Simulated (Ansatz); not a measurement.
# As (R-3m, 2 atoms in the cell): zone-centre modes under pressure

Wanted: Grüneisen parameters and pressure coefficients of the modes of As (R-3m, 2 atoms in the cell).

Program: Ansatz 0.2.0. Level of theory: DFT LDA, scalar-relativistic, plane waves, PAW; PAW set soft_1. Results are calculated unless marked as measured.

The database entry behind the starting cell differs from later determinations by our own check (old inner coordinate), so it need not match the best structure at ambient conditions.

### 1. Starting point

Symmetry: R-3m, No. 166, trigonal system. The conventional cell has a = 3.762 Å, b = 3.762 Å, c = 10.542 Å, α = 90.00°, β = 90.00°, γ = 120.00°. As has 3 As at 2.51 Å nearest.

### 2. Bringing the structure to rest

The cell and atoms are relaxed, since residual forces and stress would shift the frequencies.

Input file input.yaml:

```yaml
crystal:
  lattice:
    - [1.8807968987, 1.0858785957, 3.5140619945]
    - [-1.8807968987, 1.0858785957, 3.5140619945]
    - [0.0, -2.1717571915, 3.5140619945]
  atoms:
    - { symbol: As, position: [0.774, 0.774, 0.774] }
    - { symbol: As, position: [0.226, 0.226, 0.226] }
kpoints:
  mp_grid: { grid: [15, 15, 15] }
hamiltonian:
  xc: lda
  pseudopotentials: { kind: paw, azcp: { folder: soft_1 }, xc_functional: pbe }
scf:
  occupations: { method: gaussian, width: 0.1 }
output:
  forces: true
  stress: true
  eigenvalues: true
  write_density: true
  write_potential: true
  elf: true
  volumetric_format: npy
relax:
  adjacent_minimum: "off"
  f_tol: 0.005
  max_steps: 80
  cell: { stress_tol: 0.05 }
```

On the command line:

```sh
> ansatz run input.yaml --threads 4 --pin off --max-ram 10240MiB --backend cpu --events-out ev --progress --plain --runs-dir out
```

Numbers of over 12 decimals in the logs are rounded to 6 here.

What it wrote:

```text
Engine: ansatz 0.2.0, x86_64-unknown-linux-gnu
Pseudopotentials: kind: paw
Pseudopotential: As, paw, valence charge 15, recommended cutoff 420 eV (normal), soft_1/As.paw.azcp
Functional definition: SPW92
  exchange = slater_x
  correlation = pw_c
Crystal: 2 atoms, lattice volume = 43.061 Å³
Basis set: ecut = 420 eV, 845 PW (Γ)
Bands: 19, of which v1, the nominal top of the filled ones, is band 15 counted from 1 (14 counted from 0)
Symmetry: 12 space group operations
Space group: R-3m (ITA 166), of the structure as read, at distance tolerance 3.5e-5 Å
k-points: 344 of 3375
Non-local potential: As, projectors of the file, l = 0: 2, l = 1: 2, l = 2: 3, l = 3: 1
PAW form: soft (Blöchl's): semilocal exchange-correlation on the pseudo side does not see the compensation charge
PAW frozen core: As, regenerated for the run's functional, and the local potential with it (the file was generated under x = pbe(κ = 0.804, μ = 0.219515), c = pbe(β = 0.066725))
PAW one-centre angular grid: As, 590 points (default); XC on 64 Gauss nodes
Initial density: superposition of atomic densities (chi_scale 0.1, normalization cell)
Initial wavefunctions: pseudopotential atomic-orbital guess
Functional: x = slater, c = lda
SCF iter   1: F=—  HF=-9547.369007 eV  |F-HF|=—  |Δ(HF+E_count)|=         —  Δρ=2.39e-2  dr2=1.73e-1  ethr=3.10e-3  ⟨swp⟩=5.2  Hψ=30681  notcnv=0
preconditioner: auto → Kerker (q_TF=auto, 2.569 Å⁻¹)  [metal: Δε(μ)=0.028 eV  Ē_g=10.281 eV  σ=0.100 eV  W_gap=0.16  n_scr=14 (ndim 8)  ℏωp=17.9 eV  f_vac=0.000  D(μ)=0.16/eV (n_scr^D=0)]
SCF iter   2: F=—  HF=-9547.343693 eV  |F-HF|=—  |Δ(HF+E_count)|=   2.53e-2  Δρ=1.50e-2  dr2=7.46e-2  ethr=5.75e-4  ⟨swp⟩=2.0  Hψ=10494  notcnv=0
SCF iter   3: F=—  HF=-9547.326339 eV  |F-HF|=—  |Δ(HF+E_count)|=   1.74e-2  Δρ=2.11e-3  dr2=2.44e-3  ethr=2.49e-4  ⟨swp⟩=3.0  Hψ=9641  notcnv=0
SCF iter   4: F=—  HF=-9547.325940 eV  |F-HF|=—  |Δ(HF+E_count)|=   3.99e-4  Δρ=8.76e-4  dr2=3.90e-4  ethr=8.12e-6  ⟨swp⟩=2.0  Hψ=11796  notcnv=0
SCF iter   5: F=—  HF=-9547.325686 eV  |F-HF|=—  |Δ(HF+E_count)|=   2.54e-4  Δρ=3.82e-4  dr2=6.02e-5  ethr=1.30e-6  ⟨swp⟩=2.0  Hψ=10145  notcnv=0
SCF iter   6: F=—  HF=-9547.325706 eV  |F-HF|=—  |Δ(HF+E_count)|=   1.97e-5  Δρ=8.77e-5  dr2=2.50e-6  ethr=2.01e-7  ⟨swp⟩=2.0  Hψ=11690  notcnv=0
SCF iter   7: F=—  HF=-9547.325704 eV  |F-HF|=—  |Δ(HF+E_count)|=   1.81e-6  Δρ=2.54e-5  dr2=1.31e-7  ethr=8.35e-9  ⟨swp⟩=2.0  Hψ=11700  notcnv=0
SCF iter   8: F=-9547.325704 eV  HF=-9547.325704 eV  |F-HF|=1.09e-9  |Δ(HF+E_count)|=   8.73e-8  Δρ=4.62e-6  dr2=1.03e-8  ethr=3.33e-10  ⟨swp⟩=8.6  Hψ=43764  notcnv=0
SCF 1 converged in 8 iterations: F = -9547.325704 eV  dr2 = 1.03e-8
  greatest PAW one-centre occupation: 0.999 electrons in one spin orbital (limit 2), on the As atom at site 1 (counted from 0), in its partial waves of l = 2
relax step   1: F+E_penalty+E_count = -9547.32570426 eV  Δ(F+E_penalty+E_count) = +0.000e0 eV  max|allowed force component| = 2.539e-1 eV/Å  Δτ_max = 0.0000 Å  P = -1.269 GPa  Ω = 43.061 Å³  (8 SCF iters, dr2 threshold 1.00e-7 eV, accepted)
Crystal: 2 atoms, lattice volume = 39.720 Å³
Basis set: ecut = 420 eV, 773 PW (Γ)
Initial density: handed on by an earlier stage of this run
Initial wavefunctions: those handed on with the density
iter 1 solved again at ethr=1.47e-5 eV; its pass at ethr=3.10e-3 eV (dr2=4.40e-3 eV) is discarded
SCF iter   1: F=—  HF=-9547.334219 eV  |F-HF|=—  |Δ(HF+E_count)|=         —  Δρ=4.97e-3  dr2=4.39e-3  ethr=1.47e-5  ⟨swp⟩=2.0  Hψ=41730  notcnv=0
preconditioner: auto → Kerker (q_TF=auto, 2.604 Å⁻¹)  [metal: Δε(μ)=0.019 eV  Ē_g=10.538 eV  σ=0.100 eV  W_gap=0.10  n_scr=14 (ndim 8)  ℏωp=18.6 eV  f_vac=0.000  D(μ)=0.25/eV (n_scr^D=0)]
SCF iter   2: F=—  HF=-9547.333574 eV  |F-HF|=—  |Δ(HF+E_count)|=   6.45e-4  Δρ=2.75e-3  dr2=1.54e-3  ethr=1.46e-5  ⟨swp⟩=1.0  Hψ=6538  notcnv=0
SCF iter   3: F=—  HF=-9547.333491 eV  |F-HF|=—  |Δ(HF+E_count)|=   8.26e-5  Δρ=5.85e-4  dr2=8.43e-5  ethr=5.14e-6  ⟨swp⟩=2.0  Hψ=11841  notcnv=0
SCF iter   4: F=—  HF=-9547.333494 eV  |F-HF|=—  |Δ(HF+E_count)|=   2.64e-6  Δρ=2.39e-4  dr2=1.57e-5  ethr=2.81e-7  ⟨swp⟩=3.0  Hψ=11779  notcnv=0
SCF iter   5: F=—  HF=-9547.333491 eV  |F-HF|=—  |Δ(HF+E_count)|=   3.11e-6  Δρ=1.00e-4  dr2=3.40e-6  ethr=5.23e-8  ⟨swp⟩=2.1  Hψ=11461  notcnv=0
SCF iter   6: F=—  HF=-9547.333491 eV  |F-HF|=—  |Δ(HF+E_count)|=   2.23e-7  Δρ=3.50e-5  dr2=7.16e-7  ethr=1.13e-8  ⟨swp⟩=2.0  Hψ=10884  notcnv=0
SCF iter   7: F=-9547.333491 eV  HF=-9547.333491 eV  |F-HF|=3.42e-9  |Δ(HF+E_count)|=   1.41e-7  Δρ=9.65e-6  dr2=3.78e-8  ethr=6.67e-10  ⟨swp⟩=9.0  Hψ=50895  notcnv=0
SCF 2 converged in 7 iterations: F = -9547.333491 eV  dr2 = 3.78e-8
relax step   2: F+E_penalty+E_count = -9547.33349056 eV  Δ(F+E_penalty+E_count) = -7.786e-3 eV  max|allowed force component| = 1.813e-1 eV/Å  Δτ_max = 0.0674 Å  P = +1.752 GPa  Ω = 39.720 Å³  energy of the carried Pulay correction = +7.639e-4 eV  (7 SCF iters, dr2 threshold 2.00e-7 eV, accepted)
Crystal: 2 atoms, lattice volume = 40.974 Å³
Basis set: ecut = 420 eV, 809 PW (Γ)
iter 1 solved again at ethr=1.87e-6 eV; its pass at ethr=3.10e-3 eV (dr2=5.61e-4 eV) is discarded
SCF iter   1: F=—  HF=-9547.349682 eV  |F-HF|=—  |Δ(HF+E_count)|=         —  Δρ=1.59e-3  dr2=6.12e-4  ethr=1.87e-6  ⟨swp⟩=2.0  Hψ=43405  notcnv=0
preconditioner: auto → Kerker (q_TF=auto, 2.590 Å⁻¹)  [metal: Δε(μ)=0.066 eV  Ē_g=10.399 eV  σ=0.100 eV  W_gap=0.34  n_scr=14 (ndim 8)  ℏωp=18.3 eV  f_vac=0.002  D(μ)=0.13/eV (n_scr^D=0)]
SCF iter   2: F=—  HF=-9547.349608 eV  |F-HF|=—  |Δ(HF+E_count)|=   7.40e-5  Δρ=9.36e-4  dr2=2.54e-4  ethr=1.87e-6  ⟨swp⟩=1.0  Hψ=6536  notcnv=0
SCF iter   3: F=—  HF=-9547.349591 eV  |F-HF|=—  |Δ(HF+E_count)|=   1.67e-5  Δρ=2.05e-4  dr2=1.38e-5  ethr=8.46e-7  ⟨swp⟩=2.9  Hψ=11469  notcnv=0
SCF iter   4: F=—  HF=-9547.349590 eV  |F-HF|=—  |Δ(HF+E_count)|=   9.95e-7  Δρ=8.93e-5  dr2=3.40e-6  ethr=4.61e-8  ⟨swp⟩=2.2  Hψ=11368  notcnv=0
SCF iter   5: F=—  HF=-9547.349590 eV  |F-HF|=—  |Δ(HF+E_count)|=   5.52e-7  Δρ=3.69e-5  dr2=3.55e-7  ethr=1.13e-8  ⟨swp⟩=2.0  Hψ=10662  notcnv=0
SCF iter   6: F=-9547.349590 eV  HF=-9547.349590 eV  |F-HF|=2.04e-9  |Δ(HF+E_count)|=   1.93e-8  Δρ=8.86e-6  dr2=3.41e-8  ethr=6.67e-10  ⟨swp⟩=10.0  Hψ=52068  notcnv=0
SCF 3 converged in 6 iterations: F = -9547.349590 eV  dr2 = 3.41e-8
relax step   3: F+E_penalty+E_count = -9547.34958960 eV  Δ(F+E_penalty+E_count) = -1.610e-2 eV  max|allowed force component| = 5.792e-2 eV/Å  Δτ_max = 0.0218 Å  P = -0.061 GPa  Ω = 40.974 Å³  energy of the carried Pulay correction = +4.701e-4 eV  (6 SCF iters, dr2 threshold 2.00e-7 eV, accepted)
[...]
relax step   4: F+E_penalty+E_count = -9547.35151354 eV  Δ(F+E_penalty+E_count) = -1.924e-3 eV  max|allowed force component| = 2.247e-2 eV/Å  Δτ_max = 0.0005 Å  P = -0.118 GPa  Ω = 40.874 Å³  energy of the carried Pulay correction = +4.931e-4 eV  (5 SCF iters, dr2 threshold 2.00e-7 eV, accepted)
[...]
relax step   5: F+E_penalty+E_count = -9547.35163870 eV  Δ(F+E_penalty+E_count) = -1.252e-4 eV  max|allowed force component| = 4.011e-3 eV/Å  Δτ_max = 0.0025 Å  P = +0.008 GPa  Ω = 40.757 Å³  energy of the carried Pulay correction = +5.202e-4 eV  (4 SCF iters, dr2 threshold 6.09e-8 eV, accepted)
Initial wavefunctions: pseudopotential atomic-orbital guess (no wavefunctions were taken with the density)
iter 1 solved again at ethr=3.08e-8 eV; its pass at ethr=3.10e-3 eV (dr2=9.25e-6 eV) is discarded
SCF iter   1: F=—  HF=-9547.351222 eV  |F-HF|=—  |Δ(HF+E_count)|=         —  Δρ=6.09e-5  dr2=3.53e-7  ethr=3.08e-8  ⟨swp⟩=2.7  Hψ=47205  notcnv=0
SCF iter   2: F=—  HF=-9547.351222 eV  |F-HF|=—  |Δ(HF+E_count)|=   5.48e-8  Δρ=3.61e-5  dr2=1.62e-7  ethr=1.18e-9  ⟨swp⟩=2.0  Hψ=10009  notcnv=0
SCF iter   3: F=—  HF=-9547.351222 eV  |F-HF|=—  |Δ(HF+E_count)|=   7.91e-9  Δρ=9.50e-6  dr2=1.73e-8  ethr=5.41e-10  ⟨swp⟩=1.0  Hψ=6536  notcnv=0
SCF iter   4: F=—  HF=-9547.351222 eV  |F-HF|=—  |Δ(HF+E_count)|=   1.00e-8  Δρ=2.17e-6  dr2=1.59e-9  ethr=5.77e-11  ⟨swp⟩=2.0  Hψ=10008  notcnv=0
SCF iter   5: F=—  HF=-9547.351222 eV  |F-HF|=—  |Δ(HF+E_count)|=  5.40e-10  Δρ=4.39e-7  dr2=1.38e-10  ethr=5.31e-12  ⟨swp⟩=2.0  Hψ=11698  notcnv=0
SCF iter   6: F=-9547.351222 eV  HF=-9547.351222 eV  |F-HF|=5.46e-12  |Δ(HF+E_count)|=    0.00e0  Δρ=1.41e-7  dr2=1.29e-11  ethr=1.00e-12  ⟨swp⟩=5.3  Hψ=28319  notcnv=0
SCF 6 converged in 6 iterations: F = -9547.351222 eV  dr2 = 1.29e-11
relax step   6: F+E_penalty+E_count = -9547.35122226 eV  Δ(F+E_penalty+E_count) = +4.164e-4 eV  max|allowed force component| = 4.177e-3 eV/Å  Δτ_max = 0.0000 Å  P = +0.003 GPa  Ω = 40.757 Å³  stress off target by 3.14e-3 GPa  SCF on the basis re-selected at this cell (its energy is not comparable with the rows above)  (6 SCF iters)
basis re-selected at this cell: Δ(F+E_penalty+E_count) = +4.164e-4 eV, ΔP = -0.006 GPa vs the last step (what re-selecting the basis moved, of the pressure what is left beyond the Pulay correction that the steps carried, after the strain that the cell walked since its last selection, with what the two solves' SCF thresholds leave and, on support functions, any second-order correction that the steps lacked; it is no measure of the basis error at this ecutwfc). The dense FFT grid was sized anew with the basis: this SCF ran on 27×27×27 points, the steps before it on 30×30×30, so part of this shift can come from that change (see relax.cell in the input reference). [rest of the remark cut]
SCF converged after 6 iterations
Free energy (F): -9547.351222 eV
Harris-Foulkes:  -9547.351222 eV  (|F-HF|=5.46e-12)
Internal energy: -9547.350641 eV  (E = F + TS)
E sigma→0 (E₀):  -9547.350931 eV
Entropy (-TS):   -0.000582 eV (-0.291 meV/atom)
Fermi energy:    10.720416 eV
--- Per-component energies (eV) ---
  E_band       = -471.562505
  E_kinetic    = 195.187272
  E_local      = -3747.545938  (includes V_loc(G=0)·N_el)
  E_nonlocal   = -778.518742
  E_hartree    = 2122.090258
  E_xc         = -140.674282
  E_vxc        = -148.207923  (∫ρ·V_xc dr)
  E_paw        = -3864.492102  (= ΣΔE_a)
  E_vpaw       = -236.657611  (= ΣTr[D̂ρ^β])
  E_aug_tail   = -0.000013  (compensation charges beyond the density's cutoff)
  E_ewald      = -3337.547553
  E_core_change = 4.150458  (= ΣΔE_core)
  E_smearing   = -0.000582  (= −TS)
  E_closure    = 0.000000  (closes the sum)
  Σ components = -9547.351222   (vs F -9547.351222, Δ=0.00e0)
--- Forces (eV/Å), atoms counted from 1 ---
  atom   1  As     0.00000000     0.00000000    -0.00417700
  atom   2  As    -0.00000000    -0.00000000     0.00417700
  max |Σ_I F_I| component: 1.16e-18 eV/Å
--- Stress (GPa, compression-positive) ---
        0.003136       0.000000      -0.000000
        0.000000       0.003136       0.000000
       -0.000000       0.000000       0.001463
  P = ⅓ Tr σ = 0.0026 GPa (0.026 kbar)
--- Band table (eV; the first three rows and the last of 344) ---
  k-point 0: bands = [... 11 lower, 5.1615, 8.3200, 8.6045, 8.6045, 12.8766, 13.8918, 13.8918, 17.2356]
  k-point 1: bands = [... 11 lower, 4.8866, 8.3438, 8.5751, 8.6680, 12.9269, 13.7434, 13.7866, 16.8810]
  k-point 2: bands = [... 11 lower, 4.1877, 8.3106, 8.4970, 8.8918, 12.8986, 13.3921, 13.4681, 16.4144]
  k-point 343: bands = [... 11 lower, 0.2183, 8.0710, 8.7779, 10.3530, 11.0782, 11.2950, 12.9540, 19.0001]
--- Relaxed structure (5 steps of the walk, 5 accepted, 1 SCFs on fresh bases) ---
  F+E_penalty+E_count = -9547.35122226 eV   max|allowed force component| = 4.177e-3 eV/Å   (the final SCF, on the basis selected at the relaxed cell)
  cell:  # Å, volume = 40.7570 Å³
    - [1.879923, 1.085374, 3.329135]
    - [-1.879923, 1.085374, 3.329135]
    - [0, -2.170749, 3.329135]
  atoms:
    - { symbol: As, position: [0.769485, 0.769485, 0.769485] }
    - { symbol: As, position: [0.230515, 0.230515, 0.230515] }
```

Elapsed: 21 s, on 4 threads of AMD EPYC 7B13 (Zen 3), shared host; peak memory 0.59 GiB; 80 s of CPU time.

Relaxation path:

```
step  energy less that of the first step (eV)  largest force component (eV/Å)  pressure (GPa)  volume (Å³)
   1                                   0.0000                          0.2539           -1.27        43.06
   2                                  -0.0078                          0.1813            1.75        39.72
   3                                  -0.0239                          0.0579           -0.06        40.97
   4                                  -0.0258                          0.0225           -0.12        40.87
   5                                  -0.0259                          0.0040            0.01        40.76
  6*                                  -0.0255                          0.0042            0.00        40.76
```

Relaxation steps marked * repeat the geometry before them on a plane-wave basis chosen anew for their cell, so energy and pressure can jump there.

The run keeps the 12 symmetry operations that it works with, so distortions that break them were not tested.

```
conventional cell, symmetrised  before  after  change
                         a (Å)   3.762  3.760  -0.0 %
                         b (Å)   3.762  3.760  -0.0 %
                         c (Å)  10.542  9.987  -5.3 %
              volume (Å³/atom)   21.53  20.38  -5.4 %
```

The atoms that moved most (Å, as changes of fractional coordinates times the final cell):

```
atom     dx     dy      dz  length
 As1  0.000  0.000  -0.045   0.045
 As2  0.000  0.000   0.045   0.045
```

The relaxed structure:

```xyz
2
Lattice="1.8799 1.0854 3.3291 -1.8799 1.0854 3.3291 0.0000 -2.1707 3.3291" Properties=species:S:1:pos:R:3 pbc="T T T"
As    0.0000    0.0000    7.6852
As    0.0000    0.0000    2.3022
```

This step gave:

```yaml
pressure: 0.002578 GPa
volume_per_atom: 20.38 Å³
gap_on_the_k_mesh: 0 eV
```

Electrostatic potential energy in the ac plane of the conventional cell at fractional y = 0.000, with atoms of As within 0.2 Å of it. With pseudopotentials it is smooth inside the atoms' cores, unlike the true potential.

Ten even steps from '0' (-7 eV) to '9' (15 eV), each cell a mean:
```
99988877788999
88887766678888
56777655677766
00257766776410
96016788874038
99305888873069
63027889885015
12478888887631
78888877888888
99887766678889
99887655678899
99887665678899
99887665678899
99887655678899
88888777778888
66788888888876
10157888887310
96116888874038
99205788873059
52026777775004
12467766677631
77887655677887
99888776778899
99998877888999
```
Columns run along a (3.8 Å; values clipped at the 3rd and 97th percentile), rows up along c (10.0 Å), edges of the conventional cell, whose origin can differ from the input's. Atoms in or near the plane, at fractional coordinates: As at (0.00, 0.77), As at (0.00, 0.23).

Valence density in the ac plane of the conventional cell at fractional y = 0.000, with atoms of As within 0.2 Å of it. It is the smooth field of the valence electrons, not physical close to the nuclei.

Ten steps, logarithmic in the rise over the least value, from '0' (0 e/Å³) to '9' (36 e/Å³), each cell a mean:
```
00000000000000
00000011100000
11000111110001
22111111111122
86311000011257
98421000001269
65210000001235
21110000000112
00000000000000
00000011100000
00000111110000
00000111110000
00000111110000
00000111100000
00000001000000
11000000000001
32110000000123
86311000001257
98421000001269
65211000011235
11111111111111
00000111100000
00000001000000
00000000000000
```
Columns run along a (3.8 Å), rows up along c (10.0 Å), edges of the conventional cell, whose origin can differ from the input's. Atoms in or near the plane, at fractional coordinates: As at (0.00, 0.77), As at (0.00, 0.23).

ELF in the ac plane of the conventional cell at fractional y = 0.000, with atoms of As within 0.2 Å of it. It is the smooth field of the valence electrons, not physical close to the nuclei.

Ten even steps from '0' (0.03) to '9' (0.72), each cell a mean:
```
00012455432100
22234666654222
55556677666555
67777666677776
23687543468852
12687421358841
57886310147986
99964222225799
76433455532356
11124677753111
00125788864100
00136899974200
00135899874200
00125788764100
33223577653223
98643344333578
99984211136899
34786310247863
12687532368741
35787654568864
66777666667776
44445677665444
11123566543111
00012344431000
```
Columns run along a (3.8 Å), rows up along c (10.0 Å), edges of the conventional cell, whose origin can differ from the input's. Atoms in or near the plane, at fractional coordinates: As at (0.00, 0.77), As at (0.00, 0.23).

In this step the volume went from 21.53 to 20.38 Å³/atom.

### 3. Tight relaxation

Phonons need small forces and stress, so the relaxation is finished with tight tolerances on 15×15×15 k points.

input.yaml, the sections that differ from step 2:

```yaml
crystal:
  lattice:
    - [1.8799234713, 1.0853743222, 3.3291350686]
    - [-1.8799234713, 1.0853743222, 3.3291350686]
    - [0.0, -2.1707486444, 3.3291350686]
  atoms:
    - { symbol: As, position: [0.7694852617, 0.7694852617, 0.7694852617] }
    - { symbol: As, position: [0.2305147383, 0.2305147383, 0.2305147383] }
scf:
  occupations: { method: methfessel_paxton, width: 0.2 }
output:
  forces: true
  stress: true
  eigenvalues: true
relax:
  adjacent_minimum: "off"
  f_tol: 0.001
  max_steps: 60
  cell: { stress_tol: 0.01 }
# kpoints, hamiltonian: as in step 2
```

What it wrote:

```text
[...]
Crystal: 2 atoms, lattice volume = 40.757 Å³
Basis set: ecut = 420 eV, 773 PW (Γ)
Bands: 19, of which v1, the nominal top of the filled ones, is band 15 counted from 1 (14 counted from 0)
Symmetry: 12 space group operations
[...]
k-points: 344 of 3375
[...]
k-point 343: bands = [... 11 lower, 0.2184, 8.0745, 8.7815, 10.3529, 11.0795, 11.2939, 12.9537, 19.0094]
--- Relaxed structure (3 steps of the walk, 3 accepted, 1 SCFs on fresh bases) ---
[...]
cell:  # Å, volume = 40.7465 Å³
    - [1.880160, 1.085511, 3.327437]
    - [-1.880160, 1.085511, 3.327437]
    - [0, -2.171022, 3.327437]
  atoms:
    - { symbol: As, position: [0.769437, 0.769437, 0.769437] }
    - { symbol: As, position: [0.230563, 0.230563, 0.230563] }
[key lines of the parts left out:]
SCF converged after 5 iterations
Free energy (F): -9547.350687 eV
Fermi energy:    10.722905 eV
P = ⅓ Tr σ = -0.0043 GPa (-0.043 kbar)
```

The job ended after 11 s (4 threads; peak memory 0.58 GiB).

Little changed from the start: no atom moved by 0.005 Å and no cell edge by 0.1 %.

Numbers from this step:

| Property | Result |
| --- | --- |
| pressure | -0.004279 GPa |
| volume per atom | 20.37 Å³ |

The largest force component left is 0.021 meV/Å and the pressure is -0.004 GPa, within the tolerances set. The cell now holds 20.37 Å³/atom.

[end of part 1 of 2]

[Logs are printed without paths, hosts, clocks, repeated set-up lines and the standing remarks that a program may print on its own settings, such as how far it seeks lower states.]

[Hosts, paths, dates, database ids (printed as entryN), source tags and the programs' standing remarks are cut or masked in the printed files.]
